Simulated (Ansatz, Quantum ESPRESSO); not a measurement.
# TiSnTe3 (Pm-3m): zone-centre phonons, part 3 of 3

Wanted: the vibrations of TiSnTe3 (Pm-3m) at Γ, by two programs.

Quantum ESPRESSO 8.0 development, patched; DFT LDA, scalar-relativistic, plane waves, PseudoDojo norm-conserving pseudopotentials.

So far, highest optical zone-centre mode (no LO-TO term) (cm⁻¹): step 6 (modes with the sum rule) 257; step 8 (without ASR) 257.

The structure was built from a prototype and need not be the compound's stable phase.

### 9. A second program

The same cell goes through another code at the same cutoff. The files are of one family, but Ansatz's library holds files of its own making for some heavy elements, so those for Sn and Te may differ. Its k mesh is centred on Γ.

This step: DFT LDA, scalar-relativistic, plane waves, norm-conserving pseudopotentials of its library (PseudoDojo's, some remade) (Ansatz 0.2.0).

File input.yaml:

```yaml
crystal:
  lattice:
    - [5.2443091577, 0.0, 0.0]
    - [0.0, 5.2443091577, 0.0]
    - [0.0, 0.0, 5.2443091577]
  atoms:
    - { symbol: Sn, position: [0.0, 0.0, 0.0] }
    - { symbol: Ti, position: [0.5, 0.5, 0.5] }
    - { symbol: Te, position: [0.5, 0.5, 0.0] }
    - { symbol: Te, position: [0.5, 0.0, 0.5] }
    - { symbol: Te, position: [0.0, 0.5, 0.5] }
kpoints:
  mp_grid: { grid: [6, 6, 6] }
hamiltonian:
  xc: lda
  pseudopotentials: { kind: nc, accuracy: standard }
scf:
  occupations: { method: cold, width: 0.27211 }
output:
  eigenvalues: true
basis:
  ecutwfc: 1142.878
phonons:
  method: dfpt
```

On the command line:

```bash
ansatz run input.yaml --threads 4 --pin off --max-ram 16384MiB --backend cpu --events-out ev --progress --plain --runs-dir out
```

What it wrote:

```text
Warning: basis.ecutwfc = 1142.878 eV is below the records' recommended 1142.878222 eV, and the density's cutoff is lower with it unless basis.ecutrho_ratio is high enough to keep the records' density cutoff: compare with a run at a higher cutoff
zone centre: on kpoints.mp_grid the ground state, and the responses unless they are solved on pairs of k-points, stand on 64 of the mesh's 216 k-points, reduced under 8 symmetry operations, with k and −k counted as one. Each operation leaves every solved displacement unchanged or reverses it
Engine: ansatz 0.2.0, x86_64-unknown-linux-gnu
Pseudopotentials: kind: nc
Pseudopotential: Sn, nc, valence charge 14, recommended cutoff 979.609905 eV (normal), Sn.nc.azcp (PseudoDojo's, or run here from an input of PseudoDojo's; its table is named by hamiltonian.pseudopotentials.accuracy)
Pseudopotential: Ti, nc, valence charge 12, recommended cutoff 1142.878222 eV (normal), Ti.nc.azcp (PseudoDojo's, or run here from an input of PseudoDojo's; its table is named by hamiltonian.pseudopotentials.accuracy)
Pseudopotential: Te, nc, valence charge 16, recommended cutoff 1120 eV (normal), Te.nc.azcp (PseudoDojo's, or run here from an input of PseudoDojo's; its table is named by hamiltonian.pseudopotentials.accuracy)
Functional definition: SPW92
  exchange = slater_x
  correlation = pw_c
Crystal: 5 atoms, lattice volume = 144.233 Å³
Basis set: ecut = 1142.878 eV, 12557 PW (Γ), exchange–correlation on 120×120×120 points (8 copies of the dense FFT grid, shifted against one another)
Bands: 45, of which v1, the nominal top of the filled ones, is band 37 counted from 1 (36 counted from 0)
Symmetry: 48 space group operations
k-points: 64 of 216 (irreducible under 8 space group operations)
Non-local potential: Sn, projectors of the file, l = 0: 2, l = 1: 2, l = 2: 2
Non-local potential: Ti, projectors of the file, l = 0: 2, l = 1: 2, l = 2: 2
Non-local potential: Te, projectors of the file, l = 0: 3, l = 1: 2, l = 2: 2, l = 3: 2
Initial density: superposition of atomic densities (chi_scale 0.1, normalization cell, long waves kept (reshape's long-wave potential 0.00 eV rms))
Initial wavefunctions: pseudopotential atomic-orbital guess
Functional: x = slater, c = lda
SCF iter   1: F=—  HF=-12294.949265 eV  |F-HF|=—  |Δ(HF+E_count)|=         —  Δρ=1.67e-1  dr2=9.10e1  ethr=3.10e-3  ⟨swp⟩=7.0  Hψ=10764  notcnv=0
preconditioner: auto → Kerker (q_TF=auto, 2.441 Å⁻¹)  [metal: Δε(μ)=0.044 eV  Ē_g=6.429 eV  σ=0.272 eV  W_gap=0.11  n_scr=32 (ndim 8)  ℏωp=15.8 eV  f_vac=0.000  D(μ)=5.86/eV (n_scr^D=56)]
SCF iter   2: F=—  HF=-12296.777411 eV  |F-HF|=—  |Δ(HF+E_count)|=    1.83e0  S|Δr|=    0.00e0  Δρ=1.21e-1  dr2=2.70e1  ethr=3.10e-3  ⟨swp⟩=5.0  Hψ=9908  notcnv=0  defer=30
SCF iter   3: F=—  HF=-12291.154640 eV  |F-HF|=—  |Δ(HF+E_count)|=    5.62e0  S|Δr|=    0.00e0  Δρ=7.06e-2  dr2=9.68e0  ethr=3.10e-3  ⟨swp⟩=3.5  Hψ=6611  notcnv=0  defer=72
SCF iter   4: F=—  HF=-12292.162290 eV  |F-HF|=—  |Δ(HF+E_count)|=    1.01e0  S|Δr|=    0.00e0  Δρ=1.33e-1  dr2=5.10e1  ethr=3.10e-3  ⟨swp⟩=4.2  Hψ=8960  notcnv=0  defer=59  recentre
SCF iter   5: F=—  HF=-12289.218595 eV  |F-HF|=—  |Δ(HF+E_count)|=    2.94e0  S|Δr|=    0.00e0  Δρ=6.94e-3  dr2=1.05e-1  ethr=3.10e-3  ⟨swp⟩=3.3  Hψ=5405  notcnv=0  defer=37
SCF iter   6: F=—  HF=-12289.206362 eV  |F-HF|=—  |Δ(HF+E_count)|=   1.22e-2  S|Δr|=    0.00e0  Δρ=2.60e-3  dr2=8.40e-3  ethr=1.42e-4  ⟨swp⟩=2.2  Hψ=4032  notcnv=0  defer=17
SCF iter   7: F=—  HF=-12289.205786 eV  |F-HF|=—  |Δ(HF+E_count)|=   5.77e-4  S|Δr|=    0.00e0  Δρ=2.86e-3  dr2=1.98e-2  ethr=1.13e-5  ⟨swp⟩=2.2  Hψ=5358  notcnv=0  defer=17
SCF iter   8: F=—  HF=-12289.204119 eV  |F-HF|=—  |Δ(HF+E_count)|=   1.67e-3  S|Δr|=    0.00e0  Δρ=3.88e-4  dr2=4.18e-4  ethr=1.13e-5  ⟨swp⟩=2.1  Hψ=3093  notcnv=0  defer=17
SCF iter   9: F=—  HF=-12289.204123 eV  |F-HF|=—  |Δ(HF+E_count)|=   3.91e-6  S|Δr|=    0.00e0  Δρ=5.18e-4  dr2=6.46e-4  ethr=5.65e-7  ⟨swp⟩=2.2  Hψ=4224  notcnv=0  defer=17
SCF iter  10: F=—  HF=-12289.204089 eV  |F-HF|=—  |Δ(HF+E_count)|=   3.36e-5  S|Δr|=    0.00e0  Δρ=2.43e-4  dr2=1.69e-4  ethr=5.65e-7  ⟨swp⟩=2.2  Hψ=3362  notcnv=0  defer=17
SCF iter  11: F=—  HF=-12289.204099 eV  |F-HF|=—  |Δ(HF+E_count)|=   9.61e-6  S|Δr|=    0.00e0  Δρ=1.67e-4  dr2=7.17e-5  ethr=2.28e-7  ⟨swp⟩=1.0  Hψ=2854  notcnv=0  defer=17
SCF iter  12: F=—  HF=-12289.204095 eV  |F-HF|=—  |Δ(HF+E_count)|=   3.86e-6  S|Δr|=    0.00e0  Δρ=2.77e-5  dr2=1.78e-6  ethr=9.69e-8  ⟨swp⟩=1.6  Hψ=2902  notcnv=0  defer=17
SCF iter  13: F=—  HF=-12289.203846 eV  |F-HF|=—  |Δ(HF+E_count)|=   2.49e-4  S|Δr|=    0.00e0  Δρ=1.56e-6  dr2=2.12e-9  ethr=2.41e-9  ⟨swp⟩=2.0  Hψ=4384  notcnv=0  defer=17
SCF iter  14: F=—  HF=-12289.203846 eV  |F-HF|=—  |Δ(HF+E_count)|=   3.04e-9  S|Δr|=    0.00e0  Δρ=3.98e-7  dr2=1.35e-10  ethr=2.87e-12  ⟨swp⟩=2.9  Hψ=5970  notcnv=0  defer=17
SCF iter  15: F=—  HF=-12289.203846 eV  |F-HF|=—  |Δ(HF+E_count)|=  3.64e-12  S|Δr|=    0.00e0  Δρ=1.80e-7  dr2=3.72e-11  ethr=1.00e-12  ⟨swp⟩=1.2  Hψ=2891  notcnv=0  defer=17
SCF iter  16: F=-12289.203846 eV  HF=-12289.203846 eV  |F-HF|=3.64e-12  |Δ(HF+E_count)|=  7.28e-12  S|Δr|=    0.00e0  Δρ=5.69e-8  dr2=2.63e-12  ethr=1.00e-12  ⟨swp⟩=9.1  Hψ=15724  notcnv=0
SCF 1 converged in 16 iterations: F = -12289.203846 eV  dr2 = 2.63e-12
DFPT response loops at Γ: preconditioner auto → Kerker (q_TF=auto, 2.441 Å⁻¹) (partly filled bands, converged f_vac=0.001); β = 1.00, the filter's whole step (`scf.mixing.beta` (0.50) is not read by the response loops under this deck's `scf.mixing.preconditioner`; to damp them name `kerker` or `kerker_dos`, under which they read `scf.mixing.beta`, and type it under 1.00, their step now; both keys bind the ground state too); Broyden in place of MSR1
SCF converged after 16 iterations
Stability not checked: this state was not tested for a lower state beside it, because cold or Methfessel-Paxton smearing, or corrected tetrahedra, fill the levels in a way that the test cannot read (fill_not_monotonic; see scf.lower_state_search)
Free energy (F): -12289.203846 eV
Harris-Foulkes:  -12289.203846 eV  (|F-HF|=3.64e-12)
Internal energy: -12289.154361 eV  (E = F + TS)
E sigma→0 (E₀):  -12289.187351 eV
Entropy (-TS):   -0.049485 eV (-9.897 meV/atom)
Fermi energy:    9.943802 eV
--- Per-component energies (eV) ---
  E_band       = -1034.092779
  E_kinetic    = 6549.232989
  E_local      = -9089.702459  (includes V_loc(G=0)·N_el)
  E_nonlocal   = -2952.965612
  E_hartree    = 3146.012676
  E_xc         = -2800.884202
  E_vxc        = -1832.683005  (∫ρ·V_xc dr)
  E_ewald      = -7140.847753
  E_smearing   = -0.049485  (= −TS)
  E_closure    = -0.000000  (closes the sum)
  Σ components = -12289.203846   (vs F -12289.203846, Δ=0.00e0)
--- Band table (eV; the first three rows and the last of 64) ---
  k-point 0: bands = [... 33 lower, 8.7764, 9.2296, 9.2296, 9.2296, 9.5131, 9.5131, 9.5131, 10.8914, ... 4 higher]
  k-point 1: bands = [... 33 lower, 8.5523, 8.6472, 9.1653, 9.1653, 9.5231, 10.1532, 10.1532, 10.9169, ... 4 higher]
  k-point 2: bands = [... 33 lower, 8.1830, 8.3164, 9.3681, 9.3681, 9.5434, 10.3482, 10.5351, 10.5351, ... 4 higher]
  k-point 63: bands = [... 33 lower, 6.7320, 10.3803, 10.3803, 10.3803, 10.5999, 10.5999, 10.5999, 13.2965, ... 4 higher]
--- Phonons (Γ-DFPT): 4 representative perturbations + reference, on 64 of 216 k-points (Σ response iterations 15) ---
  k mesh reduced under 8 symmetry operations, with k and −k counted as one. Each operation leaves every solved displacement unchanged or reverses it
  ASR residual: 3.099e-4 → 0.000e0 eV/Å²; symmetrization residual: 6.319e-5 eV/Å²
  ASR residual per site (eV/Å²): 1.97e-5 3.10e-4 2.13e-5 2.13e-5 2.13e-5
  Γ frequencies (cm⁻¹): -94.56 -94.56 -94.56 -68.72 -68.72 -68.72 0.00 0.00 0.00 10.92 10.92 10.92 255.50 255.50 255.50
  non-analytic LO–TO correction: not included (Born effective charges unavailable; polar crystals: no LO–TO splitting at Γ)
```

Wall time 86 s (4 threads of AMD EPYC 9R45, shared host); peak memory 5.2 GiB.

This step gave:

| Property | Result |
| --- | --- |
| sum-rule residual before enforcement | 3.10e-4 eV/Å² |
| highest optical zone-centre mode (no LO-TO term) | 255.5 cm⁻¹ |
| lowest optical zone-centre mode | -94.56 cm⁻¹ |

### 10. Side by side: QE PseudoDojo and Ansatz, library NC

Numbers from this step:

```
root-mean-square difference : 1.05 cm⁻¹
largest difference          : 1.71 cm⁻¹
```

The 12 of 12 modes that differ most. Frequencies side by side:

| q (reciprocal lattice) | mode | QE PseudoDojo (cm⁻¹) | Ansatz, library NC (cm⁻¹) |
| --- | --- | --- | --- |
| 0 0 0 | 1 | -94.29 | -94.56 |
| 0 0 0 | 2 | -94.29 | -94.56 |
| 0 0 0 | 3 | -94.29 | -94.56 |
| 0 0 0 | 4 | -68.69 | -68.72 |
| 0 0 0 | 5 | -68.69 | -68.72 |
| 0 0 0 | 6 | -68.69 | -68.72 |
| 0 0 0 | 10 | 12.11 | 10.92 |
| 0 0 0 | 11 | 12.11 | 10.92 |
| 0 0 0 | 12 | 12.11 | 10.92 |
| 0 0 0 | 13 | 257.2 | 255.5 |
| 0 0 0 | 14 | 257.2 | 255.5 |
| 0 0 0 | 15 | 257.2 | 255.5 |

At the zone centre the largest difference (acoustic modes at Γ apart) is 0.7 % of the highest mode.

### 11. Outcome

| Quantity | Value |
| --- | --- |
| space group after relaxation | Pm-3m |
| volume per atom | 28.8 Å³ |
| highest optical zone-centre mode (no LO-TO term) | 257.2 cm⁻¹ |
| lowest optical zone-centre mode | -94.3 cm⁻¹ |
| imaginary optical modes at the zone centre (no q mesh in this session) | yes |
| largest difference from Ansatz, library NC | 1.71 cm⁻¹ |

At the LDA level the optical modes of TiSnTe3 (Pm-3m) at the zone centre run from 94i to 257 cm⁻¹, so the structure is a saddle point, with 6 modes beyond 10i cm⁻¹ there. Of the 12 optical modes, 9 are infrared active alone and 3 are silent. QE PseudoDojo and Ansatz, library NC differ by 1.1 cm⁻¹ in the root mean square and by 1.7 cm⁻¹ at most, 0.7 % of the highest mode compared (acoustic modes at Γ left out); the two use different potentials, and the cell was not relaxed for the second set. These are harmonic frequencies at zero temperature: anharmonic shifts and linewidths and thermal expansion are left out. Spin-orbit coupling is left out, which can matter for the heavy elements here. In a metal the frequencies hang on the k mesh and the smearing, most of all near Kohn anomalies. The total energies of the two programs lie far apart, so at least one potential file in Ansatz's library differs from the published one read by the first program. The build is a development version in which the Raman tensors of release 7.5 are mended; dynmat.x leaves out the electro-optic term of LO lines. The structure is a hypothetical one, built on a prototype.

[Host names and launcher messages were left out of these logs when they were recorded.]

[Logs are printed without paths, hosts, clocks, repeated set-up lines and the standing remarks that a program may print on its own settings, such as how far it seeks lower states.]

[Hosts, paths, dates, database ids (printed as entryN), source tags and the programs' standing remarks are cut or masked in the printed files.]
